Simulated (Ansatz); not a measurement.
# TiSi2 (Cmcm): zone-centre modes under pressure, part 3 of 3

Wanted: Grüneisen parameters and pressure coefficients of the modes of TiSi2 (Cmcm).

Ansatz 0.2.0; DFT LDA, scalar-relativistic, plane waves, PAW; PAW set soft_1.

So far, highest optical mode at the zone centre (no LO-TO term) (cm⁻¹): step 4 (modes at rest) 473; step 6 (volume ratio 1.06) 442.

**8. Modes of this member: 0.9 times the volume at rest**

The zone-centre modes follow for 0.9 times the volume at rest.

The input, input.yaml:

```yaml
crystal:
  lattice:
    - [1.6936513616, -6.3082979107, 0.0]
    - [1.6936513616, 6.3082979107, 0.0]
    - [0.0, 0.0, 3.4374178671]
  atoms:
    - { symbol: Si, position: [0.5625163664, 0.4374836336, 0.75] }
    - { symbol: Si, position: [0.4374836336, 0.5625163664, 0.25] }
    - { symbol: Si, position: [0.2493030201, 0.7506969799, 0.75] }
    - { symbol: Si, position: [0.7506969799, 0.2493030201, 0.25] }
    - { symbol: Ti, position: [0.8993918606, 0.1006081394, 0.75] }
    - { symbol: Ti, position: [0.1006081394, 0.8993918606, 0.25] }
kpoints:
  mp_grid: { grid: [12, 12, 12] }
hamiltonian:
  xc: lda
  pseudopotentials: { kind: paw, azcp: { folder: soft_1 }, xc_functional: pbe }
scf:
  occupations: { method: methfessel_paxton, width: 0.2 }
output:
  eigenvalues: true
phonons:
  method: dfpt
```

Launch:

```console
ansatz run input.yaml --threads 4 --pin off --max-ram 16384MiB --backend cpu --events-out ev --progress --plain --runs-dir out
```

Numbers of over 12 decimals in the logs are rounded to 6 here.

The program printed:

```text
[...]
Crystal: 6 atoms, lattice volume = 73.451 Å³
Basis set: ecut = 420 eV, 1443 PW (Γ), exchange–correlation on 90×90×48 points (8 copies of the dense FFT grid, shifted against one another)
Bands: 26, of which v1, the nominal top of the filled ones, is band 20 counted from 1 (19 counted from 0)
Symmetry: 8 space group operations
k-points: 301 of 1728 (irreducible under 4 space group operations, time reversal used)
[...]
k-point 2: bands = [... 16 lower, 12.7930, 12.9667, 13.7463, 14.8372, 15.2609, 15.5724, 16.9907, 17.0059, ... 2 higher]
  k-point 300: bands = [... 16 lower, 12.5534, 12.5534, 13.9584, 13.9584, 15.9023, 15.9023, 16.8696, 16.8696, ... 2 higher]
[...]
ASR residual: 2.619e-5 → 0.000e0 eV/Å²; symmetrization residual: 2.046e-6 eV/Å²
  ASR residual per site (eV/Å²): 1.26e-5 1.26e-5 1.24e-5 1.24e-5 2.62e-5 2.62e-5
[...]
[key lines of the parts left out:]
SCF converged after 10 iterations
Free energy (F): -7338.853281 eV
Fermi energy:    14.996760 eV
```

Elapsed: 3.5 min, on 4 threads of Intel Xeon Platinum 8259CL at 2.50GHz (Skylake/Cascade Lake), shared host; peak memory 2.2 GiB.

Numbers from this step:

| Item | Value |
| --- | --- |
| sum-rule residual before enforcement | 2.62e-5 eV/Å² |
| highest optical mode at the zone centre (no LO-TO term) | 532.4 cm⁻¹ |
| lowest optical zone-centre mode | 235.9 cm⁻¹ |

Patterns of degenerate modes are one choice out of their space. The modes at Γ (shares of kinetic energy by element, %):

```tsv
mode	frequency (cm⁻¹)	symmetry	Si %	Ti %
1	0.0	acoustic	54	46
2	0.0	acoustic	54	46
3	0.0	acoustic	54	46
4	235.9	B1u	90	10
5	239.7	not assigned	90	10
6	239.7	not assigned	44	56
7	272.0	B2u	77	23
8	278.4	B3g	19	81
9	312.6	Ag	100	0
10	373.7	Ag	26	74
11	405.3	Ag	74	26
12	414.7	B2u	69	31
13	419.4	B1g	73	27
14	436.3	B3g	99	1
15	442.3	B1g	83	17
16	446.2	B1u	56	44
17	475.9	B3u	56	44
18	532.4	B3g	82	18
```

The lowest optical mode is real, 236 cm⁻¹, and the highest lies at 532.4 cm⁻¹.

Between step 4 and this run (volume ratio 0.9) the value for the highest optical mode at the zone centre (no LO-TO term) moves from 473 cm⁻¹ to 532 cm⁻¹ (+13 %).

**9. The series together**

The members are set side by side, also those not shown above.

Each row is one cell with its response, relaxed at fixed volume as far as symmetry leaves anything free; energies are extrapolated to zero smearing, and E0 is that at rest; shape and atoms are relaxed in each cell where symmetry leaves them free; all runs use 12×12×12 k points and Methfessel-Paxton smearing of 0.2 eV. State of the crystal along the series:

```tsv
volume ratio	V (Å³/atom)	pressure (GPa)	E - E0 (meV/atom)	first cell vector (Å)	third cell vector (Å)
0.9	12.24	18.98	73.36	6.532	3.437
0.92	12.51	14.33	45.16	6.596	3.458
0.94	12.79	10.15	24.46	6.66	3.478
0.96	13.06	6.398	10.48	6.725	3.496
0.98	13.33	3.028	2.528	6.79	3.514
0.99	13.47	1.473	0.6219	6.822	3.523
1	13.6	-0.001195	0	6.855	3.531
1.02	13.87	-2.725	2.347	6.92	3.548
1.04	14.15	-5.176	9.078	6.985	3.564
1.06	14.42	-7.382	19.75	7.05	3.579
```

Each mode is tracked from rest by its pattern, and modes that stay within 0.3 cm⁻¹ of each other stand once; the 10 lowest of 15 levels; shape and atoms are relaxed in each cell where symmetry leaves them free; all runs use 12×12×12 k points and Methfessel-Paxton smearing of 0.2 eV. Optical modes along the series:

```tsv
V (Å³/atom)	mode 4 B1g (cm⁻¹)	mode 5 to B1u (cm⁻¹)	mode 6 (cm⁻¹)	mode 7 B2u (cm⁻¹)	mode 8 B3g (cm⁻¹)	mode 9 Ag (cm⁻¹)	mode 10 Ag (cm⁻¹)	mode 11 to Ag (cm⁻¹)	mode 12 to B2u (cm⁻¹)	mode 13 B1g (cm⁻¹)
12.24	239.7	235.9	239.7	272	278.4	312.6	373.7	405.3	414.7	419.4
12.51	231.4	229.3	232.3	264.1	270.3	304.7	363.2	393.4	401.9	406.1
12.79	223.3	223	225.4	256.5	262.3	297.2	352.4	382.4	389.4	393.4
13.06	215.5	217	218.8	249.1	254.5	290	341.4	372.3	377.5	381.1
13.33	207.9	211.2	212.5	242	246.8	283.1	330.4	363.1	365.9	369.2
13.47	204.2	208.4	209.4	238.5	243	279.8	325	358.8	360.2	363.5
13.6	200.6	205.7	206.5	235.1	239.2	276.5	319.5	354.7	354.7	357.8
13.87	193.6	200.3	200.8	228.4	231.6	270.2	308.5	346.9	343.8	346.8
14.15	186.9	195.2	195.3	221.9	224.1	264.2	297.6	339.6	333.3	335.9
14.42	180.6	190.3	190.1	215.6	216.6	258.5	287	332.6	323.3	324.9
```

From cubic fits (parabolas where under five rows exist) of ln ω and P against ln V through the rows within about 4 % of rest: γ = −d ln ω / d ln V and dω/dP = γ ω / B. Slopes at rest:

```tsv
mode	fitted frequency at rest (cm⁻¹)	Grüneisen parameter γ	dω/dP (cm⁻¹/GPa)
mode 4 B1g	200.6	1.78	2.49
mode 5 to B1u	205.7	1.32	1.89
mode 6	206.5	1.41	2.03
mode 7 B2u	235.1	1.45	2.37
mode 8 B3g	239.2	1.58	2.64
mode 9 Ag	276.5	1.16	2.24
mode 10 Ag	319.5	1.72	3.83
mode 11 to Ag	354.7	1.14	2.82
mode 12 to B2u	354.7	1.55	3.84
mode 13 B1g	357.8	1.56	3.9
mode 14 to B3g	365.7	1.77	4.5
mode 15 to B1g	366.7	1.83	4.67
mode 16 B1u	384.3	1.49	4
```

**10. Summary of results**

| Property | Result |
| --- | --- |
| members | 10 |
| highest optical mode at the zone centre (no LO-TO term), at rest | 472.9 cm⁻¹ |
| bulk modulus at rest | 144 GPa |
| mode 13 B1g, γ | 1.56 |
| mode 14 to B3g, γ | 1.77 |
| mode 15 to B1g, γ | 1.83 |
| mode 16 B1u, γ | 1.49 |

**Reading.** The series spans -7.4 to 19.0 GPa, and the slope at rest gives a bulk modulus of 144 GPa. Among the modes in the table of slopes γ runs from 1.14 (mode 11 to Ag) to 1.83 (mode 15 to B1g). One k mesh and one cutoff serve the ground states and modes of all volumes. These are harmonic frequencies at zero temperature: anharmonic shifts, linewidths and thermal expansion are left out. With no gap, or one that is small against the smearing, the frequencies hang on the k mesh and the smearing, most of all near Kohn anomalies. The PAW files were made for PBE; the program adapts parts of them to the functional of the run, but their partial waves stay those of PBE, an approximation that was not tested in this session. Only the zone centre was solved, so an instability at another wavevector cannot show here.

[Logs are printed without paths, hosts, clocks, repeated set-up lines and the standing remarks that a program may print on its own settings, such as how far it seeks lower states.]

[Hosts, paths, dates, database ids (printed as entryN), source tags and the programs' standing remarks are cut or masked in the printed files.]
